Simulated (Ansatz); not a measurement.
# K on W(110): change of the work function

Wanted: Δφ(θ) for K/W(110), starting from the hollow site.

Calculated with Ansatz 0.2.0; plane-wave DFT, PBE, Ansatz PAW.

### 1. Set-up

The cell holds 4 atoms: 4 W. Cell: a = 2.737 Å, b = 2.737 Å, c = 24.703 Å, α = 90.0°, β = 90.0°, γ = 70.5°. Vacuum lies along c.

### 2. The clean slab

The bare slab comes first, as the zero from which every change is counted. The two lowest layers are held at bulk places and the upper ones relax. The dipole correction removes the false field that a one-sided slab makes across the periodic vacuum, so each face gets a flat vacuum level of its own.

input.yaml

```yaml
crystal:
  lattice:
    - [2.2344574285, -1.58, 0.0]
    - [2.2344574285, 1.58, 0.0]
    - [0.0, 0.0, 24.7033722856]
  atoms:
    - { symbol: W, position: [0.0, 0.0, 0.3643227287] }
    - { symbol: W, position: [0.5, 0.5, 0.4547742429] }
    - { symbol: W, position: [0.0, 0.0, 0.5452257571] }
    - { symbol: W, position: [0.5, 0.5, 0.6356772713] }
kpoints:
  mp_grid: { grid: [12, 12, 1] }
hamiltonian:
  xc: pbe
scf:
  occupations: { method: fermi_dirac, width: 0.1 }
  convergence: { dr2_threshold: 1.0e-08 }
efield:
  axis: 3
  dipole_correction: true
  ramp_position: 0.97
  ramp_width: 0.06
relax:
  f_tol: 0.02
  max_steps: 60
  constraints: [{ sites: [0, 1] }]
output:
  write_potential: true
  write_density: true
  volumetric_format: npy
```

Command:

```sh
$ ansatz run input.yaml --threads 4 --pin off --max-ram 16384MiB --backend cpu --events-out ev --progress --plain --runs-dir out
```

Standard output:

```text
Engine: ansatz 0.2.0, aarch64-unknown-linux-gnu
Pseudopotentials: kind: paw
Pseudopotential: W, paw, valence charge 14, recommended cutoff 420 eV (normal), W.paw.azcp
Functional definition: PBE
  parameter kappa = 0.804
  parameter beta = 0.066725
  exchange = pbe_x(kappa = kappa, mu = beta*pi^2/3)
  correlation = pbe_c(beta = beta)
Crystal: 4 atoms, lattice volume = 174.428 Å³
Basis set: ecut = 420 eV, 3461 PW (Γ), exchange–correlation on 40×40×360 points (8 copies of the dense FFT grid, shifted against one another)
Bands: 34, of which v1, the nominal top of the filled ones, is band 28 counted from 1 (27 counted from 0)
Symmetry: 4 space group operations
k-points: 43 of 144
Non-local potential: W, projectors of the file, l = 0: 3, l = 1: 2, l = 2: 2, l = 3: 1
PAW form: soft (Blöchl's): semilocal exchange-correlation on the pseudo side does not see the compensation charge
PAW one-centre angular grid: W, 590 points (default); XC on 64 Gauss nodes
Initial density: superposition of atomic densities (neutral atoms: chi_scale 0, normalization atom), corrected by the library's trained network
Initial wavefunctions: pseudopotential atomic-orbital guess
Functional: x = pbe(κ = 0.804, μ = 0.219515), c = pbe(β = 0.066725)
SCF iter   1: F=—  HF=-41536.547941 eV  |F-HF|=—  |Δ(HF+E_count)|=         —  Δρ=9.69e-3  dr2=1.99e0  ethr=1.77e-3  p=0.000 e·Å  D=4.83e-14 V/Å  ΔV_dip=-0.00 eV  dr2_dipole=2.75e-7  V_vac-E_F(+/−)=5.06/5.06 eV  ⟨swp⟩=7.9  Hψ=15776  notcnv=0  defer=16
efield: sawtooth ramp at fractional position 0.9700 (set: `efield.ramp_position`, or a place that a band, a saddle search or an elastic batch's reference lends), width 0.0600; the density the first Hamiltonian is built on has a dipole p = 0.000 e·Å; the dipole correction subtracts the counter field D = 4.83e-14 V/Å, which shifts the + side's vacuum level by -0.00 eV against the − side's; the planar-averaged density in the ramp window peaks in size at 1.1e-5 e/Å³
automatic band count: the SCF goes on with 40 bands, as 34 were too few: the levels above may hold too much charge
preconditioner: auto → LDOS  [metal: Δε(μ)=0.044 eV  Ē_g=6.098 eV  σ=0.100 eV  W_gap=0.11  n_scr=16 (ndim 8)  ℏωp=13.8 eV  f_vac=0.562  D(μ)=3.18/eV (n_scr^D=14)  β→1.0]
SCF iter   2: F=—  HF=-41536.463453 eV  |F-HF|=—  |Δ(HF+E_count)|=   8.45e-2  Δρ=3.80e-3  dr2=1.53e-1  ethr=1.77e-3  p=-0.000 e·Å  D=-1.41e-5 V/Å  ΔV_dip=0.00 eV  dr2_dipole=9.41e-8  V_vac-E_F(+/−)=4.91/4.91 eV  ⟨swp⟩=2.0  Hψ=2409  notcnv=0  defer=46
SCF iter   3: F=—  HF=-41536.454051 eV  |F-HF|=—  |Δ(HF+E_count)|=   9.40e-3  Δρ=7.33e-4  dr2=4.77e-3  ethr=2.73e-4  p=-0.000 e·Å  D=-5.84e-6 V/Å  ΔV_dip=0.00 eV  dr2_dipole=2.39e-8  V_vac-E_F(+/−)=4.90/4.90 eV  ⟨swp⟩=1.9  Hψ=2195  notcnv=0  defer=48
SCF iter   4: F=—  HF=-41536.453642 eV  |F-HF|=—  |Δ(HF+E_count)|=   4.09e-4  Δρ=2.26e-4  dr2=2.83e-4  ethr=8.51e-6  p=-0.000 e·Å  D=-2.80e-6 V/Å  ΔV_dip=0.00 eV  dr2_dipole=3.72e-9  V_vac-E_F(+/−)=4.90/4.90 eV  ⟨swp⟩=2.2  Hψ=2210  notcnv=0  defer=48
SCF iter   5: F=—  HF=-41536.453616 eV  |F-HF|=—  |Δ(HF+E_count)|=   2.57e-5  Δρ=8.21e-5  dr2=9.88e-6  ethr=5.05e-7  p=-0.000 e·Å  D=-1.58e-6 V/Å  ΔV_dip=0.00 eV  dr2_dipole=4.44e-10  V_vac-E_F(+/−)=4.90/4.90 eV  ⟨swp⟩=2.8  Hψ=2489  notcnv=0  defer=48
SCF iter   6: F=—  HF=-41536.453677 eV  |F-HF|=—  |Δ(HF+E_count)|=   6.09e-5  Δρ=1.85e-5  dr2=1.78e-6  ethr=1.76e-8  p=-0.000 e·Å  D=-3.96e-7 V/Å  ΔV_dip=0.00 eV  dr2_dipole=1.10e-14  V_vac-E_F(+/−)=4.90/4.90 eV  ⟨swp⟩=3.0  Hψ=2816  notcnv=0  defer=46
SCF iter   7: F=—  HF=-41536.453677 eV  |F-HF|=—  |Δ(HF+E_count)|=   1.78e-7  Δρ=5.89e-6  dr2=9.96e-8  ethr=3.18e-9  p=-0.000 e·Å  D=-1.01e-7 V/Å  ΔV_dip=0.00 eV  dr2_dipole=1.15e-12  V_vac-E_F(+/−)=4.90/4.90 eV  ⟨swp⟩=2.1  Hψ=2209  notcnv=0  defer=46
SCF iter   8: F=—  HF=-41536.453677 eV  |F-HF|=—  |Δ(HF+E_count)|=   1.72e-7  Δρ=2.09e-6  dr2=1.13e-8  ethr=1.79e-11  p=-0.000 e·Å  D=-5.65e-8 V/Å  ΔV_dip=0.00 eV  dr2_dipole=6.97e-14  V_vac-E_F(+/−)=4.90/4.90 eV  ⟨swp⟩=12.3  Hψ=12536  notcnv=0
SCF iter   9: F=-41536.453677 eV  HF=-41536.453677 eV  |F-HF|=2.90e-9  |Δ(HF+E_count)|=   2.45e-9  Δρ=6.34e-7  dr2=1.02e-9  ethr=1.79e-11  p=-0.000 e·Å  D=-1.55e-8 V/Å  ΔV_dip=0.00 eV  dr2_dipole=4.30e-15  V_vac-E_F(+/−)=4.90/4.90 eV  ⟨swp⟩=10.8  Hψ=10717  notcnv=0
SCF 1 converged in 9 iterations: F = -41536.453677 eV  dr2 = 1.02e-9
  greatest PAW one-centre occupation: 1.000 electrons in one spin orbital (limit 2), on the W atom at site 0 (counted from 0), in its partial waves of l = 0
relax step   1: F+E_penalty+E_count = -41536.45367728 eV  Δ(F+E_penalty+E_count) = +0.000e0 eV  max|allowed force component| = 6.535e-1 eV/Å  Δτ_max = 0.0000 Å  (9 SCF iters, accepted)
Bands: 40, of which v1, the nominal top of the filled ones, is band 28 counted from 1 (27 counted from 0)
Initial density: handed on by an earlier stage of this run
Initial wavefunctions: those handed on with the density
iter 1 solved again at ethr=9.58e-4 eV; its pass at ethr=3.10e-3 eV (dr2=5.36e-1 eV) is discarded
SCF iter   1: F=—  HF=-41536.451060 eV  |F-HF|=—  |Δ(HF+E_count)|=         —  Δρ=7.55e-3  dr2=5.51e-1  ethr=9.58e-4  p=-0.000 e·Å  D=-4.98e-7 V/Å  ΔV_dip=0.00 eV  dr2_dipole=8.25e-2  V_vac-E_F(+/−)=4.92/4.92 eV  ⟨swp⟩=1.6  Hψ=6453  notcnv=0  defer=49
efield: sawtooth ramp at fractional position 0.9700 (set: `efield.ramp_position`, or a place that a band, a saddle search or an elastic batch's reference lends), width 0.0600; the density the first Hamiltonian is built on has a dipole p = -0.000 e·Å; the dipole correction subtracts the counter field D = -4.98e-7 V/Å, which shifts the + side's vacuum level by +0.00 eV against the − side's; the planar-averaged density in the ramp window peaks in size at 4.2e-6 e/Å³
preconditioner: auto → LDOS  [metal: Δε(μ)=0.008 eV  Ē_g=6.108 eV  σ=0.100 eV  W_gap=0.02  n_scr=16 (ndim 8)  ℏωp=13.8 eV  f_vac=0.561  D(μ)=3.03/eV (n_scr^D=12)  β→1.0]
SCF iter   2: F=—  HF=-41536.439067 eV  |F-HF|=—  |Δ(HF+E_count)|=   1.20e-2  Δρ=5.12e-3  dr2=1.98e-1  ethr=9.58e-4  p=0.007 e·Å  D=7.37e-3 V/Å  ΔV_dip=-0.18 eV  dr2_dipole=2.51e-3  V_vac-E_F(+/−)=4.72/4.90 eV  ⟨swp⟩=2.7  Hψ=2768  notcnv=0  defer=49
SCF iter   3: F=—  HF=-41536.411540 eV  |F-HF|=—  |Δ(HF+E_count)|=   2.75e-2  Δρ=1.14e-3  dr2=8.39e-3  ethr=3.53e-4  p=0.005 e·Å  D=5.11e-3 V/Å  ΔV_dip=-0.13 eV  dr2_dipole=6.86e-5  V_vac-E_F(+/−)=4.79/4.91 eV  ⟨swp⟩=2.4  Hψ=2949  notcnv=0  defer=49
[...]
SCF iter   3: F=—  HF=-41536.467263 eV  |F-HF|=—  |Δ(HF+E_count)|=   1.04e-2  Δρ=8.47e-4  dr2=5.12e-3  ethr=1.42e-4  p=0.004 e·Å  D=4.30e-3 V/Å  ΔV_dip=-0.11 eV  dr2_dipole=4.39e-5  V_vac-E_F(+/−)=4.79/4.90 eV  ⟨swp⟩=2.6  Hψ=3087  notcnv=0  defer=49
SCF iter   4: F=—  HF=-41536.466247 eV  |F-HF|=—  |Δ(HF+E_count)|=   1.02e-3  Δρ=1.79e-4  dr2=1.18e-4  ethr=9.14e-6  p=0.004 e·Å  D=3.68e-3 V/Å  ΔV_dip=-0.09 eV  dr2_dipole=5.74e-7  V_vac-E_F(+/−)=4.81/4.90 eV  ⟨swp⟩=2.5  Hψ=2483  notcnv=0  defer=49
SCF iter   5: F=—  HF=-41536.466260 eV  |F-HF|=—  |Δ(HF+E_count)|=   1.35e-5  Δρ=5.43e-5  dr2=8.97e-6  ethr=2.11e-7  p=0.003 e·Å  D=3.19e-3 V/Å  ΔV_dip=-0.08 eV  dr2_dipole=8.65e-7  V_vac-E_F(+/−)=4.82/4.90 eV  ⟨swp⟩=2.2  Hψ=2723  notcnv=0  defer=49
SCF iter   6: F=—  HF=-41536.466316 eV  |F-HF|=—  |Δ(HF+E_count)|=   5.58e-5  Δρ=1.68e-5  dr2=2.41e-6  ethr=1.60e-8  p=0.003 e·Å  D=2.93e-3 V/Å  ΔV_dip=-0.07 eV  dr2_dipole=2.53e-8  V_vac-E_F(+/−)=4.83/4.90 eV  ⟨swp⟩=2.8  Hψ=3011  notcnv=0  defer=49
SCF iter   7: F=—  HF=-41536.466316 eV  |F-HF|=—  |Δ(HF+E_count)|=   9.87e-8  Δρ=6.68e-6  dr2=1.22e-7  ethr=4.30e-9  p=0.003 e·Å  D=2.81e-3 V/Å  ΔV_dip=-0.07 eV  dr2_dipole=1.60e-9  V_vac-E_F(+/−)=4.83/4.90 eV  ⟨swp⟩=2.0  Hψ=2145  notcnv=0  defer=49
SCF iter   8: F=—  HF=-41536.466316 eV  |F-HF|=—  |Δ(HF+E_count)|=   1.35e-7  Δρ=2.67e-6  dr2=2.96e-8  ethr=2.18e-10  p=0.003 e·Å  D=2.77e-3 V/Å  ΔV_dip=-0.07 eV  dr2_dipole=8.00e-10  V_vac-E_F(+/−)=4.83/4.90 eV  ⟨swp⟩=3.0  Hψ=3071  notcnv=0  defer=49
SCF iter   9: F=-41536.466316 eV  HF=-41536.466316 eV  |F-HF|=3.74e-9  |Δ(HF+E_count)|=   1.98e-8  Δρ=7.34e-7  dr2=1.32e-9  ethr=1.79e-11  p=0.003 e·Å  D=2.76e-3 V/Å  ΔV_dip=-0.07 eV  dr2_dipole=5.96e-13  V_vac-E_F(+/−)=4.83/4.90 eV  ⟨swp⟩=11.1  Hψ=11214  notcnv=0
SCF 3 converged in 9 iterations: F = -41536.466316 eV  dr2 = 1.32e-9
relax step   3: F+E_penalty+E_count = -41536.46631625 eV  Δ(F+E_penalty+E_count) = -1.264e-2 eV  max|allowed force component| = 9.000e-2 eV/Å  Δτ_max = 0.0345 Å  (9 SCF iters, accepted)
SCF iter   1: F=—  HF=-41536.467006 eV  |F-HF|=—  |Δ(HF+E_count)|=         —  Δρ=7.95e-4  dr2=4.51e-3  ethr=1.73e-4  p=0.003 e·Å  D=2.76e-3 V/Å  ΔV_dip=-0.07 eV  dr2_dipole=5.29e-4  V_vac-E_F(+/−)=4.83/4.90 eV  ⟨swp⟩=2.1  Hψ=2956  notcnv=0  defer=49
efield: sawtooth ramp at fractional position 0.9700 (set: `efield.ramp_position`, or a place that a band, a saddle search or an elastic batch's reference lends), width 0.0600; the density the first Hamiltonian is built on has a dipole p = 0.003 e·Å; the dipole correction subtracts the counter field D = 2.76e-3 V/Å, which shifts the + side's vacuum level by -0.07 eV against the − side's; the planar-averaged density in the ramp window peaks in size at 2.5e-6 e/Å³
preconditioner: auto → LDOS  [metal: Δε(μ)=0.042 eV  Ē_g=6.069 eV  σ=0.100 eV  W_gap=0.10  n_scr=16 (ndim 8)  ℏωp=13.8 eV  f_vac=0.561  D(μ)=3.08/eV (n_scr^D=14)  β→1.0]
SCF iter   2: F=—  HF=-41536.466782 eV  |F-HF|=—  |Δ(HF+E_count)|=   2.25e-4  Δρ=3.58e-4  dr2=1.22e-3  ethr=8.05e-6  p=0.002 e·Å  D=2.05e-3 V/Å  ΔV_dip=-0.05 eV  dr2_dipole=4.65e-5  V_vac-E_F(+/−)=4.85/4.90 eV  ⟨swp⟩=2.0  Hψ=2582  notcnv=0  defer=49
SCF iter   3: F=—  HF=-41536.466693 eV  |F-HF|=—  |Δ(HF+E_count)|=   8.84e-5  Δρ=1.37e-4  dr2=1.44e-4  ethr=2.17e-6  p=0.002 e·Å  D=2.31e-3 V/Å  ΔV_dip=-0.06 eV  dr2_dipole=1.26e-5  V_vac-E_F(+/−)=4.84/4.90 eV  ⟨swp⟩=2.0  Hψ=2277  notcnv=0  defer=49
SCF iter   4: F=—  HF=-41536.466668 eV  |F-HF|=—  |Δ(HF+E_count)|=   2.55e-5  Δρ=3.26e-5  dr2=6.82e-6  ethr=2.57e-7  p=0.002 e·Å  D=2.20e-3 V/Å  ΔV_dip=-0.05 eV  dr2_dipole=8.20e-7  V_vac-E_F(+/−)=4.84/4.90 eV  ⟨swp⟩=3.4  Hψ=3097  notcnv=0  defer=49
SCF iter   5: F=—  HF=-41536.466723 eV  |F-HF|=—  |Δ(HF+E_count)|=   5.51e-5  Δρ=1.10e-5  dr2=2.53e-7  ethr=1.22e-8  p=0.002 e·Å  D=2.19e-3 V/Å  ΔV_dip=-0.05 eV  dr2_dipole=5.43e-9  V_vac-E_F(+/−)=4.84/4.90 eV  ⟨swp⟩=2.5  Hψ=2375  notcnv=0  defer=49
SCF iter   6: F=—  HF=-41536.466723 eV  |F-HF|=—  |Δ(HF+E_count)|=   2.64e-7  Δρ=4.53e-6  dr2=3.51e-8  ethr=4.52e-10  p=0.002 e·Å  D=2.20e-3 V/Å  ΔV_dip=-0.05 eV  dr2_dipole=1.68e-10  V_vac-E_F(+/−)=4.84/4.90 eV  ⟨swp⟩=2.8  Hψ=3016  notcnv=0  defer=49
SCF iter   7: F=-41536.466723 eV  HF=-41536.466723 eV  |F-HF|=5.69e-9  |Δ(HF+E_count)|=   7.88e-8  Δρ=1.73e-6  dr2=9.35e-9  ethr=1.79e-11  p=0.002 e·Å  D=2.20e-3 V/Å  ΔV_dip=-0.05 eV  dr2_dipole=1.03e-12  V_vac-E_F(+/−)=4.84/4.90 eV  ⟨swp⟩=11.5  Hψ=11409  notcnv=0
SCF 4 converged in 7 iterations: F = -41536.466723 eV  dr2 = 9.35e-9
relax step   4: F+E_penalty+E_count = -41536.46672319 eV  Δ(F+E_penalty+E_count) = -4.069e-4 eV  max|allowed force component| = 1.129e-2 eV/Å  Δτ_max = 0.0139 Å  (7 SCF iters, accepted)
NSCF: frozen V_eff on 43 k-points
the band table was solved once a step of the walk had ended and its energy, with any forces and stress, was formed, with the checks that follow a solve (9071 applications of the Hamiltonian). They found nothing against the state; the energy, forces and stress were not computed again (output.eigenvalues in the input reference)
WARN: The output density's exchange-correlation potential varies sharply where the density is thin. Do not read a vacuum level from v_tot or v_xc, or from such a field of the output density. On a cell that repeats whose density bears no net charge and no dipole along the vacuum's axis use v_es (v_loc + v_h of the components); under efield.dipole_correction with no amplitude use v_es + v_field, which holds any externa [...]
SCF converged after 7 iterations
Free energy (F): -41536.466723 eV
Harris-Foulkes:  -41536.466723 eV  (|F-HF|=5.69e-9)
Internal energy: -41536.366955 eV  (E = F + TS)
E sigma→0 (E₀):  -41536.416839 eV
Entropy (-TS):   -0.099768 eV (-24.942 meV/atom)
Fermi energy:    5.203880 eV
Dipole field:    D = 0.002197 V/Å  (p = 0.002118 e·Å, saw-weighted, corrected)
Work function:   Φ+ = 4.8447 eV   Φ− = 4.8989 eV
Levels:          The Fermi level and band energies are counted from a zero that moves with the ramp; work functions are not
--- Per-component energies (eV) ---
  E_band       = -1291.057248
  E_kinetic    = 1792.505388
  E_local      = -71121.558076  (includes V_loc(G=0)·N_el)
  E_nonlocal   = 4.576205
  E_hartree    = 34741.224890
  E_xc         = -1063.352008
  E_vxc        = -949.335306  (∫ρ·V_xc dr)
  E_paw        = -34249.938995  (= ΣΔE_a)
  E_vpaw       = -499.704010  (= ΣTr[D̂ρ^β])
  E_aug_tail   = -0.000235  (compensation charges beyond the density's cutoff)
  E_efield     = 0.000002  (sawtooth field / dipole correction)
  E_vefield    = -0.001025  (∫n·V_field dr)
  E_ewald      = 28360.175874
  E_smearing   = -0.099768  (= −TS)
  E_closure    = -0.000000  (closes the sum)
  Σ components = -41536.466723   (vs F -41536.466723, Δ=0.00e0)
--- Forces (eV/Å), atoms counted from 1 ---
  atom   1  W      0.00000000     0.00000000     0.36117714
  atom   2  W      0.00000000    -0.00000000    -0.34159757
  atom   3  W      0.00000000    -0.00000000    -0.00830034
  atom   4  W      0.00000000    -0.00000000    -0.01129449
  max |Σ_I F_I| component: 1.53e-5 eV/Å
--- Band table (eV; the first three rows and the last of 43) ---
  k-point 0: bands = [... 24 lower, 3.7540, 3.7892, 3.9762, 4.5401, 4.8127, 5.7605, 6.0199, 6.9297, ... 8 higher]
  k-point 1: bands = [... 24 lower, 3.5720, 3.7614, 4.1231, 4.4811, 4.8136, 5.3411, 6.2452, 6.7515, ... 8 higher]
  k-point 2: bands = [... 24 lower, 3.3977, 3.5331, 3.9616, 4.3822, 4.9156, 5.2947, 6.6226, 6.6532, ... 8 higher]
  k-point 42: bands = [... 24 lower, 3.7933, 5.7375, 5.8442, 6.2645, 6.3571, 6.8712, 7.2505, 8.8378, ... 8 higher]
--- Relaxed structure (4 steps of the walk, 3 accepted, 0 SCFs on fresh bases) ---
  F+E_penalty+E_count = -41536.46672319 eV   max|allowed force component| = 1.129e-2 eV/Å
  atoms:
    - { symbol: W, position: [0.0, 0.0, 0.3643227287] }
    - { symbol: W, position: [0.5, 0.5, 0.4547742429] }
    - { symbol: W, position: [-6.653931e-19, 6.653931e-19, 0.546759] }
    - { symbol: W, position: [0.5, 0.5, 0.635499] }
```

Elapsed: 28 s, on 4 threads of Arm Neoverse V1, shared host; peak memory 0.59 GiB.

In the SCF lines HF is the Harris–Foulkes energy and dr2 the Hartree energy of the density residual, in eV; the loop may stop once dr2 is under the threshold and the program's other checks hold. Hψ counts applications of the Hamiltonian.

Relaxation path:

```
step  energy less that of the first step (eV)  largest force component (eV/Å)
   1                                   0.0000                          0.6535
   2                                   0.0440                          1.3654
   3                                  -0.0126                          0.0900
   4                                  -0.0130                          0.0113
```

Relaxation step 2 was tried and not accepted.

The run keeps the 4 symmetry operations that the program found, so distortions that break them were not tested.

The atoms that moved most (Å):

```
atom     dx     dy     dz  length
  W3  0.000  0.000  0.038   0.038
```

The relaxed structure:

```xyz
4
Lattice="2.2345 -1.5800 0.0000 2.2345 1.5800 0.0000 0.0000 0.0000 24.7034" Properties=species:S:1:pos:R:3
W     0.0000    0.0000    9.0000
W     2.2345    0.0000   11.2345
W     0.0000    0.0000   13.5068
W     2.2345    0.0000   15.6990
```

This step gave:

```yaml
energy_at_zero_smearing: -41536.4168 eV
work_function_upper_face: 4.845 eV
work_function_lower_face: 4.899 eV
dipole_along_the_normal: 0.002118 e·Å
step_between_the_vacuum_levels: -0.05428 eV
```

Running mean over 2.234 Å of the planar mean; the ramp of the sawtooth is left out. The electron's electrostatic potential energy less the Fermi level by z:

```
z (Å)  electron's electrostatic potential energy less the Fermi level (eV)
    4                                                                 4.90
    5                                                                 4.89
    6                                                                 4.75
    7                                                                 3.30
    8                                                                -5.75
    9                                                                -12.2
   10                                                                -12.6
   11                                                                -12.7
   12                                                                -12.5
   13                                                                -12.6
   14                                                                -13.0
   15                                                                -12.9
   16                                                                -11.5
   17                                                                -2.27
   18                                                                 4.06
   19                                                                 4.78
   20                                                                 4.84
   21                                                                 4.84
```

The relaxation took 4 steps and lowered the energy by 0.013 eV; the largest force on the free atoms ends at 0.011 eV/Å.

The work function of the upper face is 4.84 eV.

(Part 1 of 3 ends here.)

[Long decimals in the printed logs are rounded to 6 places.]

[Logs are printed without paths, hosts, clocks, repeated set-up lines and the standing remarks that a program may print on its own settings, such as how far it seeks lower states.]

[Hosts, paths, dates, database ids (printed as entryN), source tags and the programs' standing remarks are cut or masked in the printed files.]

[Maps of the electrostatic potential energy from Ansatz leave out the sawtooth potential of an applied field or a dipole correction, so their vacuum need not be flat; planar profiles and work functions include it.]
